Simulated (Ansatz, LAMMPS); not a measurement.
# Glassy 63SiO2-23Al2O3-7K2O-7BaO (mol %) (146 atoms): a short ab initio trajectory

Wanted: a short trajectory of glassy 63SiO2-23Al2O3-7K2O-7BaO (mol %) (146 atoms) with its pair distributions.

Calculated with Ansatz 0.2.0; Kohn-Sham DFT, PBE, PAW (set soft_2), plane waves.

## (1) Set-up

The cell holds 146 atoms: 27 Si, 20 Al, 6 K, 3 Ba and 90 O. Cell: a = 12.607 Å, b = 12.607 Å, c = 12.607 Å, α = 90.0°, β = 90.0°, γ = 90.0°. 146 atoms (27 Si, 20 Al, 6 K, 3 Ba, 90 O) placed at random at 2.72 g/cm³, melted at 4000 K for 10 ps at fixed volume with the Morse and Coulomb pair potential with partial charges (Pedone, Malavasi, Menziani, Cormack and Segre, J. Phys. Chem. B 110, 11780 (2006)). Quenched from 4000 K to 300 K at 250 K/ps and fixed volume, held 10 ps at zero pressure, then minimised at fixed cell.

What the set-up can't give: The quench rate of 250 K/ps far exceeds what a furnace or splat quench reaches, so expect more defects and frozen-in strain than in a real sample. The network of bonds at the start is that of the classical potential that made the cell, and needn't be the one that DFT or experiment would give. Sampling is at Γ alone, for a cell whose shortest periodic width is 13 Å. The levels lack spin–orbit coupling, which is large for the heavy elements here.

## (2) Dynamics at 300 K

A Nosé–Hoover thermostat steers the temperature while disturbing the dynamics little. The time step is 1.0 fs.

Contents of input.yaml:

```yaml
crystal:
  lattice:
    - [12.60734, 0.0, 0.0]
    - [0.0, 12.60734, 0.0]
    - [0.0, 0.0, 12.60734]
  atoms:
    - { symbol: Si, position: [0.00204, 0.66105, 0.58247] }
    - { symbol: Si, position: [0.16256, 0.82347, 0.65812] }
    - { symbol: Si, position: [0.98374, 0.7914, 0.38858] }
    - { symbol: Si, position: [0.04128, 0.52356, 0.89876] }
    [... 136 atom lines left out ...]
    - { symbol: O, position: [0.89393, 0.44645, 0.624] }
    - { symbol: O, position: [0.25639, 0.67728, 0.9457] }
    - { symbol: O, position: [0.68653, 0.62181, 0.1496] }
    - { symbol: O, position: [0.50016, 0.16857, 0.46726] }
    - { symbol: O, position: [0.41486, 0.96977, 0.63868] }
    - { symbol: O, position: [0.50259, 0.50104, 0.13805] }
kpoints:
  mp_grid: { grid: [1, 1, 1] }
hamiltonian:
  xc: pbe
scf:
  occupations: { method: fermi_dirac, width: 0.05 }
output:
  forces: true
  stress: true
md:
  timestep: 1.0
  n_steps: 86
  ensemble: nvt_nose_hoover
  temperature: 300
  initial_velocities: maxwell_boltzmann
  seed: 7978
```

Command:

```
ansatz run input.yaml --threads 4 --pin off --max-ram 8192MiB --backend cpu --events-out ev --progress --plain --runs-dir out
```

Elapsed: 15 min, on 4 threads of Intel Xeon Platinum 8488C (Sapphire Rapids), shared host; peak memory 3.4 GiB; 56 min of CPU time.

The program notes that the SCF threshold is loose for the stress and it switched symmetry off.

Rows from the run:

```
time (fs)  T (K)  potential (meV/atom)  conserved (meV/atom)
      0.0    300                   0.0                  0.00
      6.0    320                  -2.6                  0.02
     11.0    368                  -8.8                  0.00
     17.0    387                 -11.3                 -0.01
     23.0    318                  -2.6                  0.02
     29.0    267                   3.8                  0.03
     34.0    277                   2.4                  0.03
     40.0    341                  -6.0                  0.00
     46.0    371                 -10.0                 -0.01
     52.0    340                  -6.3                  0.01
     57.0    312                  -3.0                  0.01
     63.0    311                  -3.3                  0.00
     69.0    309                  -3.3                  0.01
     75.0    327                  -6.0                 -0.01
     80.0    322                  -5.6                  0.00
     86.0    298                  -3.0                  0.01
```

Mean square displacement from the first frame to the last: Si 0.024 Å², Al 0.034 Å², K 0.087 Å², Ba 0.043 Å², O 0.052 Å².

The mean square displacement by time lag:

```
time lag (fs)  Al (Å²)  Ba (Å²)   K (Å²)   O (Å²)  Si (Å²)
          1.0   2.7e-5   6.4e-6   1.5e-5   5.3e-5   2.7e-5
          2.0   1.1e-4   2.6e-5   6.1e-5   2.1e-4   1.1e-4
          4.0   4.3e-4   1.0e-4   2.5e-4   8.4e-4   4.3e-4
          6.0   9.5e-4   2.3e-4   5.6e-4  0.00186   9.4e-4
          8.0  0.00166   4.1e-4  0.00100  0.00323  0.00161
          9.0  0.00208   5.2e-4  0.00127  0.00402  0.00200
         11.0  0.00303   7.8e-4  0.00191  0.00579  0.00285
         13.0  0.00409  0.00110  0.00268  0.00775  0.00376
         15.0  0.00525  0.00146  0.00357  0.00982  0.00471
         16.0  0.00585  0.00166  0.00407   0.0109  0.00518
         18.0  0.00709  0.00210  0.00516   0.0130  0.00610
         20.0  0.00834  0.00260  0.00636   0.0150  0.00697
         22.0  0.00958  0.00314  0.00769   0.0170  0.00777
         23.0   0.0102  0.00343  0.00840   0.0180  0.00814
         25.0   0.0114  0.00405  0.00990   0.0198  0.00882
         27.0   0.0125  0.00472   0.0115   0.0215  0.00942
         29.0   0.0135  0.00544   0.0132   0.0230  0.00993
         30.0   0.0140  0.00582   0.0141   0.0238   0.0102
         32.0   0.0149  0.00662   0.0160   0.0252   0.0106
         34.0   0.0158  0.00746   0.0180   0.0265   0.0109
         36.0   0.0166  0.00836   0.0200   0.0278   0.0112
         37.0   0.0169  0.00882   0.0211   0.0284   0.0114
         39.0   0.0176  0.00978   0.0233   0.0296   0.0117
         41.0   0.0182   0.0108   0.0255   0.0307   0.0119
         43.0   0.0188   0.0118   0.0279   0.0319   0.0121
```

Over the second half of 86 fs the temperature averages 326 K, falling from about 358 to 316 K (means over the first and last quarter of that half). The conserved energy stays within 0.03 meV/atom. From first frame to last K has the largest mean square displacement, 0.087 Å² at the end; the farthest move is 0.49 Å. The run spans 0.09 ps, too short for its means to be equilibrium values.

## (3) Structure statistics late in the run

The g(r) is a mean over the second half; what follows it is taken at the last frame.

Density 2.80 g/cm³, 13.73 Å³ an atom.

Mean of 16 frames. g(r), total and by pair (bins of 0.2 Å):

| r (Å) | total | O-O | O-Si | O-Al | O-K | O-Ba | Si-Si |
| --- | --- | --- | --- | --- | --- | --- | --- |
| 1.50 | 0.47 | 0.00 | 2.05 | 0.00 | 0.00 | 0.00 | 0.00 |
| 1.70 | 3.79 | 0.00 | 11.09 | 7.38 | 0.00 | 0.00 | 0.00 |
| 1.90 | 0.61 | 0.00 | 0.02 | 3.61 | 0.00 | 0.00 | 0.00 |
| 2.10 | 0.03 | 0.00 | 0.00 | 0.20 | 0.00 | 0.00 | 0.00 |
| 2.30 | 0.05 | 0.07 | 0.03 | 0.04 | 0.23 | 0.00 | 0.00 |
| 2.50 | 0.61 | 1.32 | 0.02 | 0.11 | 1.47 | 0.51 | 0.00 |
| 2.70 | 1.81 | 4.02 | 0.09 | 0.03 | 2.67 | 3.25 | 0.56 |
| 2.90 | 1.21 | 1.82 | 0.16 | 0.30 | 1.72 | 1.22 | 2.56 |
| 3.10 | 1.14 | 1.14 | 0.52 | 0.72 | 0.81 | 1.58 | 3.38 |
| 3.30 | 0.85 | 0.70 | 0.72 | 0.95 | 0.77 | 0.33 | 1.22 |
| 3.50 | 0.90 | 0.55 | 1.29 | 1.20 | 0.49 | 1.09 | 0.03 |
| 3.70 | 0.88 | 0.63 | 1.20 | 1.22 | 1.22 | 0.36 | 0.03 |
| 3.90 | 0.96 | 0.60 | 1.37 | 1.32 | 0.95 | 0.99 | 0.41 |
| 4.10 | 1.08 | 0.62 | 1.95 | 1.52 | 0.72 | 0.37 | 0.89 |
| 4.30 | 1.15 | 0.75 | 1.65 | 1.69 | 0.56 | 0.95 | 0.81 |
| 4.50 | 1.06 | 0.99 | 1.00 | 1.29 | 0.91 | 1.31 | 1.39 |
| 4.70 | 0.98 | 1.21 | 0.61 | 0.78 | 1.40 | 0.91 | 1.33 |
| 4.90 | 0.98 | 1.29 | 0.62 | 0.61 | 1.35 | 0.97 | 1.38 |
| 5.10 | 1.04 | 1.42 | 0.69 | 0.64 | 1.17 | 1.21 | 1.33 |
| 5.30 | 1.02 | 1.30 | 0.73 | 0.70 | 0.95 | 1.59 | 1.11 |
| 5.50 | 1.06 | 1.16 | 0.99 | 0.87 | 0.92 | 1.29 | 0.99 |
| 5.70 | 0.93 | 0.92 | 0.93 | 0.95 | 0.77 | 1.42 | 1.33 |
| 5.90 | 0.89 | 0.74 | 1.06 | 1.01 | 0.88 | 0.73 | 0.58 |
| 6.10 | 1.01 | 0.78 | 1.27 | 1.31 | 1.05 | 0.83 | 0.49 |

Bonds by pair of elements; cutoffs follow the first minimum of g(r), held within bounds set by covalent radii, and pairs that aren't listed don't count as bonded:

```csv
pair A-B,cutoff (Å),bonds,mean length (Å),spread (Å),shortest (Å),B about A,A about B
O-Si,2.08,108,1.65,0.046,1.55,1.2,4
O-Al,2.33,81,1.79,0.075,1.64,0.9,4.05
O-K,3.15,33,2.74,0.182,2.36,0.367,5.5
O-Ba,3.29,18,2.85,0.193,2.56,0.2,6
```

The cutoff for O-K falls short of the minimum of g(r), so counts run low and odd coordinations can be artefacts.

How many atoms have how many bonded neighbours:

| element | mean | 2 | 3 | 4 | 5 | 6 | 7 |
| --- | --- | --- | --- | --- | --- | --- | --- |
| Al | 4.05 | 0 | 0 | 19 | 1 | 0 | 0 |
| Ba | 6 | 0 | 0 | 0 | 1 | 1 | 1 |
| K | 5.5 | 0 | 0 | 1 | 2 | 2 | 1 |
| O | 2.67 | 36 | 48 | 6 | 0 | 0 | 0 |
| Si | 4 | 0 | 0 | 27 | 0 | 0 | 0 |

Bond angles (no mean is given where the spread exceeds 20°):

```csv
angle,count,mean (°),spread (°)
O-Si-O,162,109,6.7
O-Al-O,124,109,13
O-K-O,77,-,-
Al-O-Si,50,128,15.4
O-Ba-O,46,-,-
```

Oxygen atoms by the number of network formers (Si, P, Ge, B, Al, As, Ga) bound to them:

| network formers bound to O | O atoms | per cent |
| --- | --- | --- |
| 0 | 0 | 0 |
| 1 | 3 | 3.3 |
| 2 | 75 | 83.3 |
| 3 | 12 | 13.3 |

Network units: each former by its oxygen neighbours and how many of them bridge to another former:

```csv
former,O neighbours,bridging O,atoms
Si,4,3,2
Si,4,4,25
Al,4,4,19
Al,5,4,1
```

Bond length by coordination (bonds to H left out):

```csv
element,coordination,atoms,mean bond length (Å)
Al,4,19,1.78
Al,5,1,1.89
Ba,5,1,2.83
Ba,6,1,2.79
Ba,7,1,2.92
K,4,1,2.62
K,5,2,2.72
K,6,2,2.77
K,7,1,2.77
O,2,36,1.68
O,3,48,2
O,4,6,2.34
```

Rings of the network by King's shortest-path rule, up to 12 atoms, one path for each pair of neighbours; H, halogens, alkali and alkaline-earth atoms are left out, and the last column divides by all other atoms, bonded or not:

| ring size (atoms) | rings | per network atom |
| --- | --- | --- |
| 4 | 2 | 0.015 |
| 6 | 11 | 0.08 |
| 8 | 18 | 0.131 |
| 10 | 29 | 0.212 |
| 12 | 32 | 0.234 |

First main peaks of g(r), for some of the pairs, lie near 2.7 Å (O-O), 1.6 Å (O-Si), 1.8 Å (O-Al), 2.7 Å (O-K), 2.7 Å (O-Ba) and 3.1 Å (Si-Si). The O-Si-O angle averages 109° with a spread of 7°. 83 % of the oxygens bridge two formers (Si and Al) and 3 % are non-bridging; 13 % join three. The commonest Si unit has 4 oxygens, 4 of them shared with other formers (25 of 27 atoms). Rings of 12 atoms are the most common (35 % of those counted); sizes run from 4 to 12, where the search stops.

## (4) Single point at the last frame

The last frame is solved once more, with the analyses that the dynamics left out.

Contents of input.yaml:

```yaml
crystal:
  lattice:
    - [12.60734, 0.0, 0.0]
    - [0.0, 12.60734, 0.0]
    - [0.0, 0.0, 12.60734]
  atoms:
    - { symbol: Si, position: [0.0042, 0.66659, 0.58476] }
    - { symbol: Si, position: [0.16163, 0.82653, 0.65933] }
    - { symbol: Si, position: [0.96451, 0.78092, 0.38638] }
    - { symbol: Si, position: [0.0511, 0.52329, 0.90403] }
    [... 136 atom lines left out ...]
    - { symbol: O, position: [0.89488, 0.44723, 0.6249] }
    - { symbol: O, position: [0.2597, 0.68442, 0.94224] }
    - { symbol: O, position: [0.6854, 0.6482, 0.14621] }
    - { symbol: O, position: [0.48613, 0.1621, 0.47047] }
    - { symbol: O, position: [0.39099, 0.968, 0.61611] }
    - { symbol: O, position: [0.50262, 0.49796, 0.14618] }
kpoints:
  mp_grid: { grid: [1, 1, 1] }
hamiltonian:
  xc: pbe
scf:
  occupations: { method: fermi_dirac, width: 0.05 }
output:
  forces: true
  stress: true
  populations: true
  dos:
    method: { smearing: { sigma: 0.08 } }
    de: 0.1
    projected: { site_lists: { Al: [Al], Ba: [Ba], K: [K], O: [O], Si: [Si] } }
  eigenvalues: true
  write_density: true
  write_potential: true
  volumetric_format: npy
  elf: true
```

Elapsed: 32 s, on 4 threads; peak memory 3.2 GiB.

The run gave:

```
free energy                                      : -106229.1380 eV
free energy per atom                             : -727.5968 eV/atom
SCF cycles                                       : 10
pressure                                         : 1.273 GPa
r.m.s. force component                           : 0.8063 eV/Å
longest force                                    : 3.054 eV/Å
Fermi energy                                     : 6.175 eV
gap (highest filled to lowest empty level) : 2.863 eV
spilling of the projection                       : 0.01149
```

Length of the force by element:

| element | coordination | atoms | mean length of the force (eV/Å) | spread | least | most |
| --- | --- | --- | --- | --- | --- | --- |
| Al | all | 20 | 1.33 | 0.582 | 0.157 | 2.54 |
| Ba | all | 3 | 0.533 | 0.163 | 0.315 | 0.705 |
| K | all | 6 | 0.389 | 0.275 | 0.0691 | 0.83 |
| O | all | 90 | 1.21 | 0.586 | 0.264 | 2.79 |
| Si | all | 27 | 1.53 | 0.715 | 0.331 | 3.05 |

Löwdin charges by element (they lack the spilled electrons, 0.062 e an atom on average):

| element | coordination | atoms | mean charge (e) | spread | least | most |
| --- | --- | --- | --- | --- | --- | --- |
| Al | all | 20 | 1.33 | 0.0424 | 1.21 | 1.40 |
| Ba | all | 3 | 1.92 | 0.007 | 1.91 | 1.93 |
| K | all | 6 | 0.884 | 0.0142 | 0.867 | 0.909 |
| O | all | 90 | -0.829 | 0.0592 | -1.07 | -0.740 |
| Si | all | 27 | 1.71 | 0.0403 | 1.59 | 1.77 |

States in the cell by windows of 1 eV, zero at the Fermi level; the larger projections on atomic orbitals stand beside the total:

| from (eV) | to (eV) | total | O p | Si p | K p |
| --- | --- | --- | --- | --- | --- |
| -18 | -17 | 1.5 | 0.0 | 0.0 | 0.0 |
| -17 | -16 | 2.0 | 0.0 | 0.0 | 0.0 |
| -16 | -15 | 0.0 | 0.0 | 0.0 | 0.0 |
| -15 | -14 | 5.1 | 0.1 | 0.0 | 4.7 |
| -14 | -13 | 46.5 | 1.0 | 0.1 | 30.2 |
| -13 | -12 | 2.4 | 0.1 | 0.0 | 0.0 |
| -12 | -11 | 7.8 | 5.1 | 0.3 | 0.0 |
| -11 | -10 | 20.2 | 13.5 | 1.1 | 0.1 |
| -10 | -9 | 19.9 | 14.1 | 1.5 | 0.0 |
| -9 | -8 | 42.5 | 31.8 | 5.3 | 0.1 |
| -8 | -7 | 60.4 | 46.3 | 6.5 | 0.1 |
| -7 | -6 | 61.6 | 50.1 | 4.4 | 0.1 |
| -6 | -5 | 88.5 | 78.4 | 2.8 | 0.1 |
| -5 | -4 | 106.7 | 98.7 | 1.9 | 0.1 |
| -4 | -3 | 94.8 | 89.7 | 1.0 | 0.1 |
| -3 | -2 | 33.8 | 32.1 | 0.3 | 0.0 |
| -2 | -1 | 3.8 | 3.5 | 0.0 | 0.0 |
| -1 | 1 | 0.0 | 0.0 | 0.0 | 0.0 |
| 1 | 2 | 2.0 | 0.1 | 0.0 | 0.0 |
| 2 | 3 | 10.3 | 1.2 | 0.7 | 0.0 |
| 3 | 4 | 31.6 | 3.0 | 3.1 | 0.0 |
| 4 | 5 | 44.4 | 4.9 | 7.7 | 0.0 |

The curve was stored every 0.100 eV, coarse against its broadening of 0.08 eV, so these counts are rough.

Between -26 and -18 eV lie 176 more states.

The levels nearest the highest filled one (over half full), pooled over k-points and spins:

```csv
level less the highest filled one (eV),occupation
-1.06,2
-1.01,2
-0.876,2
-0.768,2
-0.513,2
0,2
2.86,0
4.01,0
4.11,0
4.18,0
4.23,0
4.29,0
```

Mean Löwdin charges: Al +1.33, Ba +1.92, K +0.88, O -0.83, Si +1.71 e (they miss 1.1 % of the electrons, so they add up to more than the cell's charge).

## (5) What came out

| Property | Result |
| --- | --- |
| mean temperature, second half | 325.6 K |
| temperature swing, second half | 21.1 K |
| mean pressure, second half | 2.742 GPa |
| slope of the conserved energy against time, by least squares | -0.0252 meV/atom/ps |
| free energy per atom | -727.5968 eV/atom |
| pressure | 1.273 GPa |
| r.m.s. force component | 0.8063 eV/Å |
| gap (highest filled to lowest empty level) | 2.863 eV |
| wall time of the 2 DFT runs | 15 min |

In words: Over the second half of 86 fs the temperature averages 326 K, falling from about 358 to 316 K (means over the first and last quarter of that half). The conserved energy stays within 0.03 meV/atom. The run spans 0.09 ps, too short for its means to be equilibrium values. 83 % of the oxygens bridge two formers (Si and Al) and 3 % are non-bridging; 13 % join three. Between filled and empty levels lie 2.86 eV (at Γ alone); a semilocal functional tends to put such gaps too low. In a disordered cell it changes from sample to sample, and tail or defect levels can set it.

What to keep in mind: The pressure of a single frame lacks the kinetic term, about 0.33 GPa here.

[Logs are printed without paths, hosts, clocks, repeated set-up lines and the standing remarks that a program may print on its own settings, such as how far it seeks lower states.]

[Hosts, paths, dates, database ids (printed as entryN), source tags and the programs' standing remarks are cut or masked in the printed files.]
